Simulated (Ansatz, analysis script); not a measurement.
Computed results, one entry a study.

### Free-standing triangular Rh monolayer, spacing 3.069 Å: anisotropy, cost against accuracy

The cell holds 1 atom: 1 Rh. Cell: a = 3.069 Å, b = 3.069 Å, c = 14.000 Å, α = 90.0°, β = 90.0°, γ = 120.0°. An idealised lattice of chosen spacing, in vacuum. Vacuum lies along c.

```xyz
1
Lattice="3.0690 0.0000 0.0000 -1.5345 2.6578 0.0000 0.0000 0.0000 14.0000" Properties=species:S:1:pos:R:3
Rh    0.0000    0.0000    7.0000
```

* method: PBEsol, PAW set soft_1 (files made for PBE); spinors with self-consistent spin–orbit coupling, one run a direction (and 3 further levels or steps)
* program: Ansatz 0.2.0 and analysis script 1
* settings of one run: cutoff 420 eV, 35×35×1 k-mesh, Fermi-Dirac occupations, smearing width 0.05 eV, starting moments 1.54 μB
* notes: All of this holds for the ferromagnetic order, the only one run; whether the real compound orders so is not tested. The cell was taken as built, with atoms unrelaxed. In doubt: the program’s search for lower states was switched off, so a lower magnetic state than those reached may exist.
* easy direction among those tried, spin–orbit part: in plane, along a and in plane, across a (alike)
* hardest less easiest direction, mesh 35x35x1: 6.75 meV a cell of 1 atom
* orbital moment of Rh no. 1 along its axis, moments in plane, along a: 0.565 μB

The easy direction among those tried is in plane, along a and in plane, across a, by 6.75 meV a cell against the hardest one tried, on the mesh 35x35x1. All levels agree on the spin–orbit part's easy direction.

[Logs and program files are shortened in this print: banners, set-up blocks, solver, clock and traceback lines can be left out without a mark of their own.]

[Logs are printed without paths, hosts, clocks, repeated set-up lines and the standing remarks that a program may print on its own settings, such as how far it seeks lower states.]

[Hosts, paths, dates, database ids (printed as entryN), source tags and the programs' standing remarks are cut or masked in the printed files.]
